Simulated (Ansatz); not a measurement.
# Ba on Rh(100): change of the work function

How does one ordered layer of Ba (hollow site) change the work function of Rh(100), and what dipole does each adsorbate carry?

Calculated with Ansatz 0.2.0; plane-wave DFT, PBE, Ansatz PAW.

### 1. Starting point

The cell holds 4 atoms: 4 Rh. Cell: a = 2.687 Å, b = 2.687 Å, c = 23.700 Å, α = 90.0°, β = 90.0°, γ = 90.0°. Vacuum lies along c.

### 2. The clean slab

The bare slab comes first, as the zero from which every change is counted. The two lowest layers are held at bulk places and the upper ones relax. The dipole correction removes the false field that a one-sided slab makes across the periodic vacuum, so each face gets a flat vacuum level of its own.

input.yaml

```yaml
crystal:
  lattice:
    - [2.6870057685, 0.0, 0.0]
    - [0.0, 2.6870057685, 0.0]
    - [0.0, 0.0, 23.7]
  atoms:
    - { symbol: Rh, position: [0.5, 0.5, 0.3797468354] }
    - { symbol: Rh, position: [0.0, 0.0, 0.4599156118] }
    - { symbol: Rh, position: [0.5, 0.5, 0.5400843882] }
    - { symbol: Rh, position: [0.0, 0.0, 0.6202531646] }
kpoints:
  mp_grid: { grid: [11, 11, 1] }
hamiltonian:
  xc: pbe
scf:
  occupations: { method: fermi_dirac, width: 0.1 }
  convergence: { dr2_threshold: 1.0e-08 }
efield:
  axis: 3
  dipole_correction: true
  ramp_position: 0.97
  ramp_width: 0.06
relax:
  f_tol: 0.02
  max_steps: 60
  constraints: [{ sites: [0, 1] }]
output:
  write_potential: true
  write_density: true
  volumetric_format: npy
```

Started as:

```sh
ansatz run input.yaml --threads 4 --pin off --max-ram 6144MiB --backend cpu --events-out ev --progress --plain --runs-dir out
```

Numbers of over 12 decimals in the logs are rounded to 6 here.

The program printed:

```text
Engine: ansatz 0.2.0, aarch64-unknown-linux-gnu
Pseudopotentials: kind: paw
Pseudopotential: Rh, paw, valence charge 17, recommended cutoff 420 eV (normal), Rh.paw.azcp
Functional definition: PBE
  parameter kappa = 0.804
  parameter beta = 0.066725
  exchange = pbe_x(kappa = kappa, mu = beta*pi^2/3)
  correlation = pbe_c(beta = beta)
Crystal: 4 atoms, lattice volume = 171.114 Å³
Basis set: ecut = 420 eV, 3379 PW (Γ), exchange–correlation on 36×36×320 points (8 copies of the dense FFT grid, shifted against one another)
Bands: 41, of which v1, the nominal top of the filled ones, is band 34 counted from 1 (33 counted from 0)
Symmetry: 8 space group operations
k-points: 21 of 121
Non-local potential: Rh, projectors of the file, l = 0: 3, l = 1: 2, l = 2: 2, l = 3: 1
PAW form: soft (Blöchl's): semilocal exchange-correlation on the pseudo side does not see the compensation charge
PAW one-centre angular grid: Rh, 590 points (default); XC on 64 Gauss nodes
Initial density: superposition of atomic densities (neutral atoms: chi_scale 0, normalization atom), corrected by the library's trained network
Initial wavefunctions: pseudopotential atomic-orbital guess
Functional: x = pbe(κ = 0.804, μ = 0.219515), c = pbe(β = 0.066725)
SCF iter   1: F=—  HF=-25609.461178 eV  |F-HF|=—  |Δ(HF+E_count)|=         —  Δρ=5.36e-3  dr2=1.89e-1  ethr=1.77e-3  p=0.000 e·Å  D=3.74e-14 V/Å  ΔV_dip=-0.00 eV  dr2_dipole=5.35e-7  V_vac-E_F(+/−)=4.75/4.75 eV  ⟨swp⟩=8.4  Hψ=4094  notcnv=0
efield: sawtooth ramp at fractional position 0.9700 (set: `efield.ramp_position`, or a place that a band, a saddle search or an elastic batch's reference lends), width 0.0600; the density the first Hamiltonian is built on has a dipole p = 0.000 e·Å; the dipole correction subtracts the counter field D = 3.74e-14 V/Å, which shifts the + side's vacuum level by -0.00 eV against the − side's; the planar-averaged density in the ramp window peaks in size at 4.1e-6 e/Å³
preconditioner: auto → LDOS  [metal: Δε(μ)=0.017 eV  Ē_g=5.319 eV  σ=0.100 eV  W_gap=0.04  n_scr=20 (ndim 8)  ℏωp=17.0 eV  f_vac=0.612  D(μ)=7.33/eV (n_scr^D=64)  β→1.0]
SCF iter   2: F=—  HF=-25609.456799 eV  |F-HF|=—  |Δ(HF+E_count)|=   4.38e-3  Δρ=4.02e-3  dr2=2.59e-2  ethr=2.77e-4  p=-0.000 e·Å  D=-7.10e-6 V/Å  ΔV_dip=0.00 eV  dr2_dipole=1.09e-5  V_vac-E_F(+/−)=5.08/5.08 eV  ⟨swp⟩=2.5  Hψ=1346  notcnv=0  defer=3
SCF iter   3: F=—  HF=-25609.454055 eV  |F-HF|=—  |Δ(HF+E_count)|=   2.74e-3  Δρ=1.22e-3  dr2=6.46e-3  ethr=3.81e-5  p=0.000 e·Å  D=5.46e-5 V/Å  ΔV_dip=-0.00 eV  dr2_dipole=4.89e-6  V_vac-E_F(+/−)=5.02/5.02 eV  ⟨swp⟩=2.2  Hψ=1457  notcnv=0  defer=3
SCF iter   4: F=—  HF=-25609.453579 eV  |F-HF|=—  |Δ(HF+E_count)|=   4.76e-4  Δρ=6.30e-4  dr2=8.42e-4  ethr=9.50e-6  p=0.000 e·Å  D=3.39e-5 V/Å  ΔV_dip=-0.00 eV  dr2_dipole=1.02e-7  V_vac-E_F(+/−)=5.04/5.04 eV  ⟨swp⟩=2.1  Hψ=1202  notcnv=0  defer=3
SCF iter   5: F=—  HF=-25609.453496 eV  |F-HF|=—  |Δ(HF+E_count)|=   8.27e-5  Δρ=1.44e-4  dr2=9.58e-5  ethr=1.24e-6  p=0.000 e·Å  D=8.08e-6 V/Å  ΔV_dip=-0.00 eV  dr2_dipole=2.70e-8  V_vac-E_F(+/−)=5.06/5.06 eV  ⟨swp⟩=1.9  Hψ=1072  notcnv=0  defer=3
SCF iter   6: F=—  HF=-25609.453323 eV  |F-HF|=—  |Δ(HF+E_count)|=   1.74e-4  Δρ=2.57e-5  dr2=1.74e-6  ethr=1.41e-7  p=0.000 e·Å  D=7.76e-6 V/Å  ΔV_dip=-0.00 eV  dr2_dipole=1.74e-9  V_vac-E_F(+/−)=5.07/5.07 eV  ⟨swp⟩=2.5  Hψ=1418  notcnv=0  defer=3
SCF iter   7: F=—  HF=-25609.453332 eV  |F-HF|=—  |Δ(HF+E_count)|=   9.85e-6  Δρ=1.18e-5  dr2=3.95e-7  ethr=2.56e-9  p=0.000 e·Å  D=1.27e-6 V/Å  ΔV_dip=-0.00 eV  dr2_dipole=3.34e-10  V_vac-E_F(+/−)=5.07/5.07 eV  ⟨swp⟩=2.7  Hψ=1640  notcnv=0  defer=3
SCF iter   8: F=—  HF=-25609.453333 eV  |F-HF|=—  |Δ(HF+E_count)|=   4.34e-8  Δρ=7.32e-6  dr2=1.16e-7  ethr=5.81e-10  p=-0.000 e·Å  D=-7.40e-9 V/Å  ΔV_dip=0.00 eV  dr2_dipole=2.88e-10  V_vac-E_F(+/−)=5.07/5.07 eV  ⟨swp⟩=2.2  Hψ=1264  notcnv=0  defer=3
SCF iter   9: F=-25609.453333 eV  HF=-25609.453333 eV  |F-HF|=8.78e-8  |Δ(HF+E_count)|=   2.78e-7  Δρ=2.17e-6  dr2=5.73e-9  ethr=1.47e-11  p=-0.000 e·Å  D=-6.87e-8 V/Å  ΔV_dip=0.00 eV  dr2_dipole=2.22e-11  V_vac-E_F(+/−)=5.07/5.07 eV  ⟨swp⟩=8.9  Hψ=6760  notcnv=0
SCF 1 converged in 9 iterations: F = -25609.453333 eV  dr2 = 5.73e-9
  greatest PAW one-centre occupation: 1.000 electrons in one spin orbital (limit 2), on the Rh atom at site 1 (counted from 0), in its partial waves of l = 0
relax step   1: F+E_penalty+E_count = -25609.45333289 eV  Δ(F+E_penalty+E_count) = +0.000e0 eV  max|allowed force component| = 4.393e-1 eV/Å  Δτ_max = 0.0000 Å  (9 SCF iters, accepted)
Initial density: handed on by an earlier stage of this run
Initial wavefunctions: those handed on with the density
iter 1 solved again at ethr=7.22e-6 eV; its pass at ethr=3.10e-3 eV (dr2=4.91e-3 eV) is discarded
SCF iter   1: F=—  HF=-25609.462163 eV  |F-HF|=—  |Δ(HF+E_count)|=         —  Δρ=2.89e-3  dr2=4.86e-3  ethr=7.22e-6  p=-0.000 e·Å  D=-2.88e-8 V/Å  ΔV_dip=0.00 eV  dr2_dipole=1.77e-4  V_vac-E_F(+/−)=5.07/5.07 eV  ⟨swp⟩=3.0  Hψ=3017  notcnv=0  defer=3
efield: sawtooth ramp at fractional position 0.9700 (set: `efield.ramp_position`, or a place that a band, a saddle search or an elastic batch's reference lends), width 0.0600; the density the first Hamiltonian is built on has a dipole p = -0.000 e·Å; the dipole correction subtracts the counter field D = -2.88e-8 V/Å, which shifts the + side's vacuum level by +0.00 eV against the − side's; the planar-averaged density in the ramp window peaks in size at 3.8e-6 e/Å³
preconditioner: auto → LDOS  [metal: Δε(μ)=0.012 eV  Ē_g=5.344 eV  σ=0.100 eV  W_gap=0.03  n_scr=20 (ndim 8)  ℏωp=17.0 eV  f_vac=0.613  D(μ)=7.46/eV (n_scr^D=64)  β→1.0]
SCF iter   2: F=—  HF=-25609.461933 eV  |F-HF|=—  |Δ(HF+E_count)|=   2.30e-4  Δρ=1.04e-3  dr2=1.49e-3  ethr=7.15e-6  p=0.000 e·Å  D=4.44e-4 V/Å  ΔV_dip=-0.01 eV  dr2_dipole=2.01e-4  V_vac-E_F(+/−)=5.07/5.08 eV  ⟨swp⟩=2.1  Hψ=1483  notcnv=0  defer=3
SCF iter   3: F=—  HF=-25609.461608 eV  |F-HF|=—  |Δ(HF+E_count)|=   3.24e-4  Δρ=3.57e-4  dr2=2.40e-4  ethr=2.20e-6  p=-0.000 e·Å  D=-1.22e-4 V/Å  ΔV_dip=0.00 eV  dr2_dipole=2.70e-6  V_vac-E_F(+/−)=5.08/5.08 eV  ⟨swp⟩=2.4  Hψ=1608  notcnv=0  defer=3
SCF iter   4: F=—  HF=-25609.461566 eV  |F-HF|=—  |Δ(HF+E_count)|=   4.25e-5  Δρ=1.14e-4  dr2=2.92e-5  ethr=3.53e-7  p=-0.000 e·Å  D=-4.28e-5 V/Å  ΔV_dip=0.00 eV  dr2_dipole=9.93e-7  V_vac-E_F(+/−)=5.08/5.08 eV  ⟨swp⟩=3.1  Hψ=1609  notcnv=0  defer=3
SCF iter   5: F=—  HF=-25609.461365 eV  |F-HF|=—  |Δ(HF+E_count)|=   2.01e-4  Δρ=3.54e-5  dr2=5.10e-6  ethr=4.29e-8  p=-0.000 e·Å  D=-2.63e-5 V/Å  ΔV_dip=0.00 eV  dr2_dipole=9.47e-7  V_vac-E_F(+/−)=5.08/5.08 eV  ⟨swp⟩=2.0  Hψ=1243  notcnv=0  defer=3
SCF iter   6: F=—  HF=-25609.461368 eV  |F-HF|=—  |Δ(HF+E_count)|=   3.61e-6  Δρ=1.76e-5  dr2=9.88e-7  ethr=7.50e-9  p=-0.000 e·Å  D=-6.20e-5 V/Å  ΔV_dip=0.00 eV  dr2_dipole=7.79e-8  V_vac-E_F(+/−)=5.08/5.08 eV  ⟨swp⟩=1.9  Hψ=1093  notcnv=0  defer=3
SCF iter   7: F=—  HF=-25609.461369 eV  |F-HF|=—  |Δ(HF+E_count)|=   3.59e-7  Δρ=4.71e-6  dr2=3.78e-8  ethr=1.45e-9  p=-0.000 e·Å  D=-5.99e-5 V/Å  ΔV_dip=0.00 eV  dr2_dipole=6.67e-9  V_vac-E_F(+/−)=5.08/5.08 eV  ⟨swp⟩=2.0  Hψ=1236  notcnv=0  defer=3
SCF iter   8: F=-25609.461369 eV  HF=-25609.461369 eV  |F-HF|=8.10e-9  |Δ(HF+E_count)|=   8.57e-8  Δρ=1.31e-6  dr2=3.69e-9  ethr=1.47e-11  p=-0.000 e·Å  D=-6.02e-5 V/Å  ΔV_dip=0.00 eV  dr2_dipole=1.18e-9  V_vac-E_F(+/−)=5.08/5.08 eV  ⟨swp⟩=10.3  Hψ=6547  notcnv=0
SCF 2 converged in 8 iterations: F = -25609.461369 eV  dr2 = 3.69e-9
  greatest PAW one-centre occupation: 1.000 electrons in one spin orbital (limit 2), on the Rh atom at site 2 (counted from 0), in its partial waves of l = 0
relax step   2: F+E_penalty+E_count = -25609.46136891 eV  Δ(F+E_penalty+E_count) = -8.036e-3 eV  max|allowed force component| = 5.857e-2 eV/Å  Δτ_max = 0.0433 Å  (8 SCF iters, accepted)
SCF iter   1: F=—  HF=-25609.461735 eV  |F-HF|=—  |Δ(HF+E_count)|=         —  Δρ=4.46e-4  dr2=4.40e-4  ethr=1.60e-6  p=-0.000 e·Å  D=-6.02e-5 V/Å  ΔV_dip=0.00 eV  dr2_dipole=1.00e-4  V_vac-E_F(+/−)=5.08/5.08 eV  ⟨swp⟩=3.0  Hψ=1925  notcnv=0  defer=3
efield: sawtooth ramp at fractional position 0.9700 (set: `efield.ramp_position`, or a place that a band, a saddle search or an elastic batch's reference lends), width 0.0600; the density the first Hamiltonian is built on has a dipole p = -0.000 e·Å; the dipole correction subtracts the counter field D = -6.02e-5 V/Å, which shifts the + side's vacuum level by +0.00 eV against the − side's; the planar-averaged density in the ramp window peaks in size at 5.8e-6 e/Å³
preconditioner: auto → LDOS  [metal: Δε(μ)=0.010 eV  Ē_g=5.347 eV  σ=0.100 eV  W_gap=0.03  n_scr=20 (ndim 8)  ℏωp=17.0 eV  f_vac=0.613  D(μ)=7.47/eV (n_scr^D=64)  β→1.0]
SCF iter   2: F=—  HF=-25609.461727 eV  |F-HF|=—  |Δ(HF+E_count)|=   8.55e-6  Δρ=1.85e-4  dr2=7.46e-5  ethr=6.48e-7  p=-0.000 e·Å  D=-1.23e-4 V/Å  ΔV_dip=0.00 eV  dr2_dipole=1.68e-5  V_vac-E_F(+/−)=5.08/5.08 eV  ⟨swp⟩=2.4  Hψ=1557  notcnv=0  defer=3
SCF iter   3: F=—  HF=-25609.461522 eV  |F-HF|=—  |Δ(HF+E_count)|=   2.04e-4  Δρ=1.25e-4  dr2=3.07e-5  ethr=1.10e-7  p=0.000 e·Å  D=3.17e-5 V/Å  ΔV_dip=-0.00 eV  dr2_dipole=3.38e-6  V_vac-E_F(+/−)=5.08/5.08 eV  ⟨swp⟩=2.3  Hψ=1592  notcnv=0  defer=3
SCF iter   4: F=—  HF=-25609.461517 eV  |F-HF|=—  |Δ(HF+E_count)|=   5.28e-6  Δρ=1.79e-5  dr2=1.47e-6  ethr=4.52e-8  p=-0.000 e·Å  D=-3.97e-5 V/Å  ΔV_dip=0.00 eV  dr2_dipole=1.88e-7  V_vac-E_F(+/−)=5.08/5.08 eV  ⟨swp⟩=2.7  Hψ=1583  notcnv=0  defer=3
SCF iter   5: F=—  HF=-25609.461519 eV  |F-HF|=—  |Δ(HF+E_count)|=   2.32e-6  Δρ=7.86e-6  dr2=2.20e-7  ethr=2.16e-9  p=-0.000 e·Å  D=-4.05e-5 V/Å  ΔV_dip=0.00 eV  dr2_dipole=2.75e-8  V_vac-E_F(+/−)=5.08/5.08 eV  ⟨swp⟩=2.3  Hψ=1299  notcnv=0  defer=3
SCF iter   6: F=—  HF=-25609.461519 eV  |F-HF|=—  |Δ(HF+E_count)|=   2.11e-7  Δρ=2.81e-6  dr2=1.89e-8  ethr=3.24e-10  p=-0.000 e·Å  D=-3.81e-5 V/Å  ΔV_dip=0.00 eV  dr2_dipole=8.12e-10  V_vac-E_F(+/−)=5.08/5.08 eV  ⟨swp⟩=1.7  Hψ=949  notcnv=0  defer=3
SCF iter   7: F=-25609.461519 eV  HF=-25609.461519 eV  |F-HF|=1.98e-8  |Δ(HF+E_count)|=   3.44e-8  Δρ=7.12e-7  dr2=1.07e-9  ethr=1.47e-11  p=-0.000 e·Å  D=-4.01e-5 V/Å  ΔV_dip=0.00 eV  dr2_dipole=1.12e-10  V_vac-E_F(+/−)=5.08/5.08 eV  ⟨swp⟩=9.8  Hψ=6184  notcnv=0
SCF 3 converged in 7 iterations: F = -25609.461519 eV  dr2 = 1.07e-9
relax step   3: F+E_penalty+E_count = -25609.46151941 eV  Δ(F+E_penalty+E_count) = -1.505e-4 eV  max|allowed force component| = 2.385e-3 eV/Å  Δτ_max = 0.0061 Å  (7 SCF iters, accepted)
NSCF: frozen V_eff on 21 k-points
the band table was solved once a step of the walk had ended and its energy, with any forces and stress, was formed, with the checks that follow a solve (4339 applications of the Hamiltonian). They found nothing against the state; the energy, forces and stress were not computed again (output.eigenvalues in the input reference)
WARN: The input density's exchange-correlation potential varies sharply where the density is thin. Do not read a vacuum level from v_tot or v_xc, or from such a field of the output density. On a cell that repeats whose density bears no net charge and no dipole along the vacuum's axis use v_es (v_loc + v_h of the components); under efield.dipole_correction with no amplitude use v_es + v_field, which holds any external [...]
SCF converged after 7 iterations
Free energy (F): -25609.461519 eV
Harris-Foulkes:  -25609.461519 eV  (|F-HF|=1.98e-8)
Internal energy: -25609.218558 eV  (E = F + TS)
E sigma→0 (E₀):  -25609.340039 eV
Entropy (-TS):   -0.242961 eV (-60.740 meV/atom)
Fermi energy:    3.753340 eV
Dipole field:    D = -0.000056 V/Å  (p = -0.000053 e·Å, saw-weighted, corrected)
Work function:   Φ+ = 5.0815 eV   Φ− = 5.0802 eV
Levels:          The Fermi level and band energies are counted from a zero that moves with the ramp; work functions are not
--- Per-component energies (eV) ---
  E_band       = -1583.092131
  E_kinetic    = 2289.335409
  E_local      = -113677.750729  (includes V_loc(G=0)·N_el)
  E_nonlocal   = 1422.982828
  E_hartree    = 55289.131186
  E_xc         = -883.759154
  E_vxc        = -1108.912305  (∫ρ·V_xc dr)
  E_paw        = -14349.314853  (= ΣΔE_a)
  E_vpaw       = -1087.017077  (= ΣTr[D̂ρ^β])
  E_aug_tail   = 0.003422  (compensation charges beyond the density's cutoff)
  E_efield     = 0.000000  (sawtooth field / dipole correction)
  E_vefield    = 0.000035  (∫n·V_field dr)
  E_ewald      = 44300.153333
  E_smearing   = -0.242961  (= −TS)
  E_closure    = 0.000000  (closes the sum)
  Σ components = -25609.461519   (vs F -25609.461519, Δ=0.00e0)
--- Forces (eV/Å), atoms counted from 1 ---
  atom   1  Rh     0.00000000     0.00000000     0.26151422
  atom   2  Rh     0.00000000     0.00000000    -0.26387949
  atom   3  Rh     0.00000000     0.00000000    -0.00004692
  atom   4  Rh    -0.00000000     0.00000000     0.00238476
  max |Σ_I F_I| component: 2.74e-5 eV/Å
--- Band table (eV; the first three rows and the last of 21) ---
  k-point 0: bands = [... 30 lower, 2.6734, 3.0200, 3.5388, 3.6270, 3.6270, 4.2154, 4.3945, 4.5109, ... 3 higher]
  k-point 1: bands = [... 30 lower, 2.9924, 3.0524, 3.1327, 3.1341, 3.8928, 3.9016, 4.0223, 4.2761, ... 3 higher]
  k-point 2: bands = [... 30 lower, 2.6348, 2.8037, 2.8736, 2.8891, 3.7546, 3.7865, 4.0882, 4.2613, ... 3 higher]
  k-point 20: bands = [... 30 lower, 3.9801, 4.0259, 4.4934, 4.6185, 5.0385, 5.1238, 7.8759, 8.8148, ... 3 higher]
--- Relaxed structure (3 steps of the walk, 3 accepted, 0 SCFs on fresh bases) ---
  F+E_penalty+E_count = -25609.46151941 eV   max|allowed force component| = 2.385e-3 eV/Å
  atoms:
    - { symbol: Rh, position: [0.500000, 0.500000, 0.3797468354] }
    - { symbol: Rh, position: [0.0, 0.0, 0.4599156118] }
    - { symbol: Rh, position: [0.500000, 0.500000, 0.541654] }
    - { symbol: Rh, position: [0, 0.0, 0.620251] }
```

Elapsed: 13 s, on 4 threads of Arm Neoverse V1, shared host; peak memory 0.48 GiB.

Step by step:

```csv
step,energy less that of the first step (eV),largest force component (eV/Å)
1,0.0000,0.4393
2,-0.0080,0.0586
3,-0.0082,0.0024
```

Forces are held to the 8 operations that the run works with; a distortion that breaks them can't arise in this run.

The atoms that moved most (Å):

```csv
atom,dx,dy,dz,length
Rh3,0.000,0.000,0.037,0.037
```

Numbers from this step:

| Property | Result |
| --- | --- |
| energy at zero smearing | -25609.3400 eV |
| work function, upper face | 5.082 eV |
| dipole along the normal | -5.25e-5 e·Å |

Running mean over 1.9 Å of the planar mean; the ramp of the sawtooth is left out. Electron's electrostatic potential energy less the Fermi level against z:

```csv
z (Å),electron's electrostatic potential energy less the Fermi level (eV)
3.0,5.08
3.5,5.08
4.0,5.08
4.5,5.08
5.0,5.08
5.5,5.07
6.0,5.03
6.5,4.90
7.0,4.39
7.5,2.21
8.0,-3.58
8.5,-9.80
9.0,-12.4
9.5,-12.8
10.0,-13.0
10.5,-13.1
11.0,-13.1
11.5,-12.8
12.0,-12.7
12.5,-13.0
13.0,-13.3
13.5,-13.5
14.0,-13.4
14.5,-12.9
15.0,-11.4
15.5,-6.35
16.0,0.297
16.5,3.88
17.0,4.77
17.5,5.00
18.0,5.06
18.5,5.07
19.0,5.08
19.5,5.08
20.0,5.08
20.5,5.08
```

The relaxation took 3 steps and lowered the energy by 0.0082 eV; the largest force on the free atoms ends at 0.0024 eV/Å.

The work function of the upper face is 5.08 eV.

[end of part 1 of 4]

[Logs are printed without paths, hosts, clocks, repeated set-up lines and the standing remarks that a program may print on its own settings, such as how far it seeks lower states.]

[Hosts, paths, dates, database ids (printed as entryN), source tags and the programs' standing remarks are cut or masked in the printed files.]

[Maps of the electrostatic potential energy from Ansatz leave out the sawtooth potential of an applied field or a dipole correction, so their vacuum need not be flat; planar profiles and work functions include it.]
